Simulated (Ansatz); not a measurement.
# What LiGeF3 (model cell, started as cubic perovskite with Ge in the octahedra) distorts into, part 2 of 3

Which phase does LiGeF3 (model cell, started as cubic perovskite with Ge in the octahedra) fall into along its unstable mode, and how much energy does it gain?

Ansatz 0.2.0; DFT r2SCAN, scalar-relativistic, plane waves, PAW; PAW set soft_1.

So far, highest frequency on the path or at a solved wavevector (cm⁻¹): step 2 (response at finite wavevector) 426. Also lowest frequency on the path (cm⁻¹): step 2 -308.

The structure was built from a prototype and need not be the compound's stable phase.

### 6. Relaxation from the frozen mode

Starting from the lowest point found, all atoms and the cell are let go, so that strain and other modes of the same symmetry can join in.

File input.yaml:

```yaml
crystal:
  lattice:
    - [4.3400973773, 0.0, 0.0]
    - [0.0, 4.3400973773, 0.0]
    - [0.0, 0.0, 4.3400973773]
  atoms:
    - { symbol: Li, position: [0.0124484235, -0.0124484235, -0.0124484235] }
    - { symbol: Ge, position: [0.4909455084, 0.5090544916, 0.5090544916] }
    - { symbol: F, position: [0.4807681275, 0.5192318725, -0.0685313071] }
    - { symbol: F, position: [0.4807681275, -0.0685313071, 0.5192318725] }
    - { symbol: F, position: [0.0685313071, 0.5192318725, 0.5192318725] }
kpoints:
  mp_grid: { grid: [12, 12, 12] }
hamiltonian:
  xc: r2scan
  pseudopotentials: { kind: paw, azcp: { folder: soft_1 } }
scf:
  occupations: { method: fixed }
output:
  forces: true
  stress: true
  eigenvalues: true
relax:
  adjacent_minimum: "off"
  f_tol: 0.002
  max_steps: 120
  cell: { stress_tol: 0.03 }
```

On the command line:

```console
$ ansatz run input.yaml --threads 8 --pin off --max-ram 16384MiB --backend cpu --events-out ev --progress --plain --runs-dir out
```

Numbers of over 12 decimals in the logs are rounded to 6 here.

What it wrote:

```text
[...]
Crystal: 5 atoms, lattice volume = 81.752 Å³
Basis set: ecut = 500 eV, 2103 PW (Γ), exchange–correlation on 128×128×128 points (64 copies of the dense FFT grid, shifted against one another)
Bands: 24, of which v1, the nominal top of the filled ones, is band 19 counted from 1 (18 counted from 0)
Symmetry: 6 space group operations
[...]
k-points: 189 of 1728 (time reversal used)
[...]
SCF iter   1: F=—  HF=-6942.021697 eV  |F-HF|=—  |Δ(HF+E_count)|=         —  Δρ=1.02e-1  dr2=7.67e0  dr2_τ=4.28e-2  ethr=3.10e-3  ⟨swp⟩=4.9  Hψ=19072  notcnv=0  defer=531
[...]
SCF iter  10: F=-6939.253180 eV  HF=-6939.253180 eV  |F-HF|=8.70e-9  |Δ(HF+E_count)|=   2.87e-7  Δρ=3.05e-6  dr2=6.54e-9  dr2_τ=3.41e-10  ethr=2.63e-10  ⟨swp⟩=11.1  Hψ=22529  notcnv=0
SCF 1 converged in 10 iterations: F = -6939.253180 eV  dr2 = 6.54e-9
[...]
relax step   1: F+E_penalty+E_count = -6939.25317959 eV  Δ(F+E_penalty+E_count) = +0.000e0 eV  max|allowed force component| = 7.339e-1 eV/Å  Δτ_max = 0.0000 Å  P = +5.434 GPa  Ω = 81.752 Å³  (10 SCF iters, dr2 threshold 1.00e-7 eV, accepted)
Crystal: 5 atoms, lattice volume = 88.139 Å³
Basis set: ecut = 500 eV, 2181 PW (Γ), exchange–correlation on 128×128×128 points (64 copies of the dense FFT grid, shifted against one another)
[...]
iter 1 solved again at ethr=2.59e-4 eV; its pass at ethr=3.10e-3 eV (dr2=9.86e-2 eV) is discarded
[...]
SCF iter   7: F=-6939.515580 eV  HF=-6939.515580 eV  |F-HF|=1.68e-7  |Δ(HF+E_count)|=   3.01e-8  Δρ=1.57e-5  dr2=1.95e-7  dr2_τ=6.48e-9  ethr=1.32e-9  ⟨swp⟩=10.7  Hψ=24039  notcnv=0
SCF 2 converged in 7 iterations: F = -6939.515580 eV  dr2 = 1.95e-7
relax step   2: F+E_penalty+E_count = -6939.51557985 eV  Δ(F+E_penalty+E_count) = -2.624e-1 eV  max|allowed force component| = 3.795e-1 eV/Å  Δτ_max = 0.0667 Å  P = +1.496 GPa  Ω = 88.139 Å³  energy of the carried Pulay correction = -3.852e-3 eV  (7 SCF iters, dr2 threshold 5.00e-7 eV, accepted)
Crystal: 5 atoms, lattice volume = 89.267 Å³
Basis set: ecut = 500 eV, 2259 PW (Γ), exchange–correlation on 128×128×128 points (64 copies of the dense FFT grid, shifted against one another)
[...]
SCF iter   7: F=-6939.855048 eV  HF=-6939.855048 eV  |F-HF|=2.85e-7  |Δ(HF+E_count)|=   1.26e-6  Δρ=1.85e-5  dr2=2.73e-7  dr2_τ=1.66e-8  ethr=1.32e-9  ⟨swp⟩=10.9  Hψ=25409  notcnv=0
SCF 3 converged in 7 iterations: F = -6939.855048 eV  dr2 = 2.73e-7
relax step   3: F+E_penalty+E_count = -6939.85504836 eV  Δ(F+E_penalty+E_count) = -3.395e-1 eV  max|allowed force component| = 3.986e-1 eV/Å  Δτ_max = 0.1951 Å  P = +0.151 GPa  Ω = 89.267 Å³  energy of the carried Pulay correction = -4.485e-3 eV  (7 SCF iters, dr2 threshold 5.00e-7 eV, accepted)
[... from here on, the SCF cycles and remarks between the steps are left out ...]
relax step   4: F+E_penalty+E_count = -6940.21363186 eV  Δ(F+E_penalty+E_count) = -3.586e-1 eV  max|allowed force component| = 4.291e-1 eV/Å  Δτ_max = 0.1965 Å  P = +0.109 GPa  Ω = 88.676 Å³  energy of the carried Pulay correction = -4.155e-3 eV  (7 SCF iters, dr2 threshold 5.00e-7 eV, accepted)
relax step   5: F+E_penalty+E_count = -6940.46201474 eV  Δ(F+E_penalty+E_count) = -2.484e-1 eV  max|allowed force component| = 3.704e-1 eV/Å  Δτ_max = 0.1952 Å  P = +1.174 GPa  Ω = 86.966 Å³  energy of the carried Pulay correction = -3.180e-3 eV  (7 SCF iters, dr2 threshold 5.00e-7 eV, accepted)
relax step   6: F+E_penalty+E_count = -6940.53533748 eV  Δ(F+E_penalty+E_count) = -7.332e-2 eV  max|allowed force component| = 3.687e-1 eV/Å  Δτ_max = 0.0508 Å  P = +0.704 GPa  Ω = 84.973 Å³  energy of the carried Pulay correction = -2.003e-3 eV  (7 SCF iters, dr2 threshold 5.00e-7 eV, accepted)
relax step   7: F+E_penalty+E_count = -6940.62289820 eV  Δ(F+E_penalty+E_count) = -8.756e-2 eV  max|allowed force component| = 1.607e-1 eV/Å  Δτ_max = 0.1507 Å  P = -0.946 GPa  Ω = 81.707 Å³  energy of the carried Pulay correction = +2.890e-5 eV  (8 SCF iters, dr2 threshold 5.00e-7 eV, accepted)
relax step   8: F+E_penalty+E_count = -6940.68142310 eV  Δ(F+E_penalty+E_count) = -5.852e-2 eV  max|allowed force component| = 2.749e-1 eV/Å  Δτ_max = 0.1207 Å  P = -1.238 GPa  Ω = 77.602 Å³  energy of the carried Pulay correction = +2.783e-3 eV  (8 SCF iters, dr2 threshold 5.00e-7 eV, accepted)
relax step   9: F+E_penalty+E_count = -6940.61852962 eV  Δ(F+E_penalty+E_count) = +6.289e-2 eV  max|allowed force component| = 5.581e-1 eV/Å  Δτ_max = 0.1406 Å  P = +3.257 GPa  Ω = 72.895 Å³  energy of the carried Pulay correction = +6.257e-3 eV  (8 SCF iters, dr2 threshold 5.00e-7 eV, rejected (line search))
relax step  10: F+E_penalty+E_count = -6940.69473284 eV  Δ(F+E_penalty+E_count) = -1.331e-2 eV  max|allowed force component| = 7.799e-2 eV/Å  Δτ_max = 0.0479 Å  P = +0.059 GPa  Ω = 76.833 Å³  energy of the carried Pulay correction = +3.327e-3 eV  (11 SCF iters, accepted)
relax step  11: F+E_penalty+E_count = -6940.69731457 eV  Δ(F+E_penalty+E_count) = -2.582e-3 eV  max|allowed force component| = 1.172e-2 eV/Å  Δτ_max = 0.0179 Å  P = -0.073 GPa  Ω = 76.471 Å³  energy of the carried Pulay correction = +3.585e-3 eV  (6 SCF iters, dr2 threshold 3.80e-7 eV, accepted)
relax step  12: F+E_penalty+E_count = -6940.69798799 eV  Δ(F+E_penalty+E_count) = -6.734e-4 eV  max|allowed force component| = 1.100e-2 eV/Å  Δτ_max = 0.0126 Å  P = +0.009 GPa  Ω = 76.016 Å³  energy of the carried Pulay correction = +3.913e-3 eV  (6 SCF iters, dr2 threshold 2.10e-7 eV, accepted)
relax step  13: F+E_penalty+E_count = -6940.69798660 eV  Δ(F+E_penalty+E_count) = +1.390e-6 eV  max|allowed force component| = 1.210e-3 eV/Å  Δτ_max = 0.0037 Å  P = -0.011 GPa  Ω = 76.112 Å³  energy of the carried Pulay correction = +3.844e-3 eV  (5 SCF iters, dr2 threshold 2.16e-8 eV, accepted)
relax step  14: F+E_penalty+E_count = -6940.70657768 eV  Δ(F+E_penalty+E_count) = -8.591e-3 eV  max|allowed force component| = 4.045e-3 eV/Å  Δτ_max = 0.0000 Å  P = +0.242 GPa  Ω = 76.112 Å³  stress off target by 4.10e-1 GPa  SCF on the basis re-selected at this cell (its energy is not comparable with the rows above)  (7 SCF iters)
relax step  15: F+E_penalty+E_count = -6940.70762696 eV  Δ(F+E_penalty+E_count) = -1.049e-3 eV  max|allowed force component| = 2.115e-2 eV/Å  Δτ_max = 0.0051 Å  P = +0.109 GPa  Ω = 76.618 Å³  energy of the carried Pulay correction = -3.118e-4 eV  (5 SCF iters, dr2 threshold 4.21e-7 eV, accepted)
relax step  16: F+E_penalty+E_count = -6940.70799566 eV  Δ(F+E_penalty+E_count) = -3.687e-4 eV  max|allowed force component| = 5.790e-3 eV/Å  Δτ_max = 0.0070 Å  P = -0.001 GPa  Ω = 77.544 Å³  energy of the carried Pulay correction = -8.830e-4 eV  (6 SCF iters, dr2 threshold 1.16e-7 eV, accepted)
relax step  17: F+E_penalty+E_count = -6940.70793678 eV  Δ(F+E_penalty+E_count) = +5.887e-5 eV  max|allowed force component| = 1.762e-3 eV/Å  Δτ_max = 0.0011 Å  P = +0.006 GPa  Ω = 77.667 Å³  energy of the carried Pulay correction = -9.588e-4 eV  (6 SCF iters, dr2 threshold 2.10e-9 eV, accepted)
[...]
SCF iter   6: F=-6940.708859 eV  HF=-6940.708859 eV  |F-HF|=4.55e-12  |Δ(HF+E_count)|=  6.00e-11  Δρ=9.63e-8  dr2=5.26e-12  dr2_τ=6.81e-13  ethr=1.00e-12  ⟨swp⟩=12.4  Hψ=26000  notcnv=0
SCF 18 converged in 6 iterations: F = -6940.708859 eV  dr2 = 5.26e-12
relax step  18: F+E_penalty+E_count = -6940.70885927 eV  Δ(F+E_penalty+E_count) = -9.225e-4 eV  max|allowed force component| = 1.136e-3 eV/Å  Δτ_max = 0.0000 Å  P = -0.003 GPa  Ω = 77.667 Å³  stress off target by 3.90e-3 GPa  SCF on the basis re-selected at this cell (its energy is not comparable with the rows above)  (6 SCF iters)
[...]
SCF converged after 6 iterations
Free energy (F): -6940.708859 eV
[...]
Internal energy: -6940.708859 eV  (E = F + TS)
E sigma→0 (E₀):  -6940.708859 eV
Fermi energy:    0.695859 eV
[...]
--- Forces (eV/Å), atoms counted from 1 ---
  atom   1  Li     0.00083429    -0.00083429    -0.00083429
  atom   2  Ge     0.00040575    -0.00040575    -0.00040575
  atom   3  F     -0.00005123     0.00005123     0.00113601
  atom   4  F     -0.00005123     0.00113601     0.00005123
  atom   5  F     -0.00113601     0.00005123     0.00005123
  max |Σ_I F_I| component: 1.58e-6 eV/Å
--- Stress (GPa, compression-positive) ---
       -0.002891       0.000504       0.000504
        0.000504      -0.002891      -0.000504
        0.000504      -0.000504      -0.002891
  P = ⅓ Tr σ = -0.0029 GPa (-0.029 kbar)
--- Band table (eV; the first three rows and the last of 189) ---
  k-point 0: bands = [... 15 lower, -1.7622, -1.5137, -1.5137, -0.3331, 8.4479, 8.6487, 8.6487, 10.0937, ... 1 higher]
  k-point 1: bands = [... 15 lower, -1.7442, -1.5424, -1.5074, -0.2688, 8.2367, 8.6120, 8.6603, 10.3638, ... 1 higher]
  k-point 2: bands = [... 15 lower, -1.7060, -1.6055, -1.4864, -0.1072, 7.7791, 8.6176, 8.6921, 10.8446, ... 1 higher]
  k-point 188: bands = [... 15 lower, -1.8741, -1.8741, -0.9980, 0.6909, 7.0002, 7.0002, 9.1253, 10.7166, ... 1 higher]
--- Relaxed structure (16 steps of the walk, 15 accepted, 2 SCFs on fresh bases) ---
  F+E_penalty+E_count = -6940.70885927 eV   max|allowed force component| = 1.136e-3 eV/Å   (the final SCF, on the basis selected at the relaxed cell)
  cell:  # Å, volume = 77.6671 Å³
    - [4.384276, 0.674953, 0.674953]
    - [0.674953, 4.384276, -0.674953]
    - [0.674953, -0.674953, 4.384276]
  atoms:
    - { symbol: Li, position: [0.056952, -0.056952, -0.056952] }
    - { symbol: Ge, position: [0.538027, 0.461973, 0.461973] }
    - { symbol: F, position: [0.428217, 0.571783, -0.082048] }
    - { symbol: F, position: [0.428217, -0.082048, 0.571783] }
    - { symbol: F, position: [0.082048, 0.571783, 0.571783] }
```

Wall time 2.5 min (8 threads of AMD EPYC 7B13 (Zen 3), shared host); peak memory 0.94 GiB; 19 min of CPU time.

The steps of the relaxation:

| step | energy less that of the first step (eV) | largest force component (eV/Å) | pressure (GPa) | volume (Å³) |
| --- | --- | --- | --- | --- |
| 1 | 0.0000 | 0.7339 | 5.43 | 81.75 |
| 2 | -0.2624 | 0.3795 | 1.50 | 88.14 |
| 3 | -0.6019 | 0.3986 | 0.15 | 89.27 |
| 4 | -0.9605 | 0.4291 | 0.11 | 88.68 |
| 5 | -1.2088 | 0.3704 | 1.17 | 86.97 |
| 6 | -1.2822 | 0.3687 | 0.70 | 84.97 |
| 7 | -1.3697 | 0.1607 | -0.95 | 81.71 |
| 8 | -1.4282 | 0.2749 | -1.24 | 77.60 |
| 9 | -1.3654 | 0.5581 | 3.26 | 72.89 |
| 10 | -1.4416 | 0.0780 | 0.06 | 76.83 |
| 11 | -1.4441 | 0.0117 | -0.07 | 76.47 |
| 12 | -1.4448 | 0.0110 | 0.01 | 76.02 |
| 13 | -1.4448 | 0.0012 | -0.01 | 76.11 |
| 14* | -1.4534 | 0.0040 | 0.24 | 76.11 |
| 15 | -1.4544 | 0.0211 | 0.11 | 76.62 |
| 16 | -1.4548 | 0.0058 | 0.00 | 77.54 |
| 17 | -1.4548 | 0.0018 | 0.01 | 77.67 |
| 18* | -1.4557 | 0.0011 | 0.00 | 77.67 |

Relaxation steps marked * repeat the geometry before them on a plane-wave basis chosen anew for their cell, so energy and pressure can jump there. Relaxation step 9 was tried and not accepted.

Forces are held to the 6 operations that the run works with; a distortion that breaks them can't arise in this run.

| cell as run | before | after | change |
| --- | --- | --- | --- |
| a (Å) | 4.340 | 4.487 | +3.4 % |
| b (Å) | 4.340 | 4.487 | +3.4 % |
| c (Å) | 4.340 | 4.487 | +3.4 % |
| α (°) | 90.00 | 105.74 | +17.5 % |
| β (°) | 90.00 | 74.26 | -17.5 % |
| γ (°) | 90.00 | 74.26 | -17.5 % |
| volume (Å³/atom) | 16.35 | 15.53 | -5.0 % |

The atoms that moved most (Å, as changes of fractional coordinates times the final cell):

| atom | dx | dy | dz | length |
| --- | --- | --- | --- | --- |
| F5 | 0.130 | 0.204 | 0.204 | 0.317 |
| F4 | -0.204 | -0.130 | 0.204 | 0.317 |
| F3 | -0.204 | 0.204 | -0.130 | 0.317 |
| Ge2 | 0.143 | -0.143 | -0.143 | 0.247 |
| Li1 | 0.135 | -0.135 | -0.135 | 0.234 |

The relaxed structure:

```xyz
5
Lattice="4.3843 0.6750 0.6750 0.6750 4.3843 -0.6750 0.6750 -0.6750 4.3843" Properties=species:S:1:pos:R:3 pbc="T T T"
Li    0.1728   -0.1728   -0.1728
Ge    2.9825    2.0767    2.0767
F     2.2080    2.8513   -0.4566
F     2.2080   -0.4566    2.8513
F     1.1316    2.1763    2.1763
```

Numbers from this step:

| Quantity | Value |
| --- | --- |
| pressure | -0.002891 GPa |
| gap on the k-mesh | 5.719 eV |
| volume per atom | 15.53 Å³ |

The distorted start has space group R3m; the relaxation ends in R3m.

### 7. The new phase in its own primitive cell

The relaxed structure is symmetrised, reduced to its primitive cell and relaxed tightly, as its phonons need.

input.yaml, the sections that differ from step 6:

```yaml
crystal:
  lattice:
    - [3.5774153432, 2.0654217114, 1.7518937968]
    - [-3.5774153432, 2.0654217114, 1.7518937968]
    - [0.0, -4.1308434228, 1.7518937968]
  atoms:
    - { symbol: Li, position: [0.0569524833, 0.0569524833, 0.0569524833] }
    - { symbol: Ge, position: [0.5380272456, 0.5380272456, 0.5380272456] }
    - { symbol: F, position: [0.4282169162, 0.0820479327, 0.4282169162] }
    - { symbol: F, position: [0.0820479327, 0.4282169162, 0.4282169162] }
    - { symbol: F, position: [0.4282169162, 0.4282169162, 0.0820479327] }
kpoints:
  mp_grid: { grid: [6, 6, 6] }
relax:
  adjacent_minimum: "off"
  f_tol: 0.001
  max_steps: 60
  cell: { stress_tol: 0.01 }
# hamiltonian, scf, output: as in step 6
```

What it wrote:

```text
[...]
Crystal: 5 atoms, lattice volume = 77.667 Å³
Basis set: ecut = 500 eV, 1957 PW (Γ), exchange–correlation on 144×144×144 points (64 copies of the dense FFT grid, shifted against one another)
Bands: 24, of which v1, the nominal top of the filled ones, is band 19 counted from 1 (18 counted from 0)
Symmetry: 6 space group operations
[...]
cell:  # Å, volume = 77.6447 Å³
    - [3.57721705003, 2.065307, 1.751582]
    - [-3.57721705003, 2.065307, 1.751582]
    - [0, -4.130614, 1.751582]
  atoms:
    - { symbol: Li, position: [0.056959, 0.056959, 0.056959] }
    - { symbol: Ge, position: [0.538058, 0.538058, 0.538058] }
    - { symbol: F, position: [0.428215, 0.082015, 0.428215] }
    - { symbol: F, position: [0.082015, 0.428215, 0.428215] }
    - { symbol: F, position: [0.428215, 0.428215, 0.082015] }
[key lines of the parts left out:]
SCF converged after 4 iterations
Free energy (F): -6940.708854 eV
Fermi energy:    0.693490 eV
P = ⅓ Tr σ = 0.0001 GPa (0.001 kbar)
```

Run time: 6.9 s. Hardware: 8 threads; peak memory 0.7 GiB; 46 s of CPU time.

Little changed from the start: no atom moved by 0.005 Å and no cell edge by 0.1 %.

This step gave:

```
pressure           : 8.27e-5 GPa
gap on the k-mesh  : 5.724 eV
direct gap on mesh : 5.967 eV
```

The largest force component left is 0.61 meV/Å and the pressure is 0.000 GPa, within the tolerances set. The cell now holds 15.53 Å³/atom.

(Continued in part 3 of 3.)

[Logs are printed without paths, hosts, clocks, repeated set-up lines and the standing remarks that a program may print on its own settings, such as how far it seeks lower states.]

[Hosts, paths, dates, database ids (printed as entryN), source tags and the programs' standing remarks are cut or masked in the printed files.]
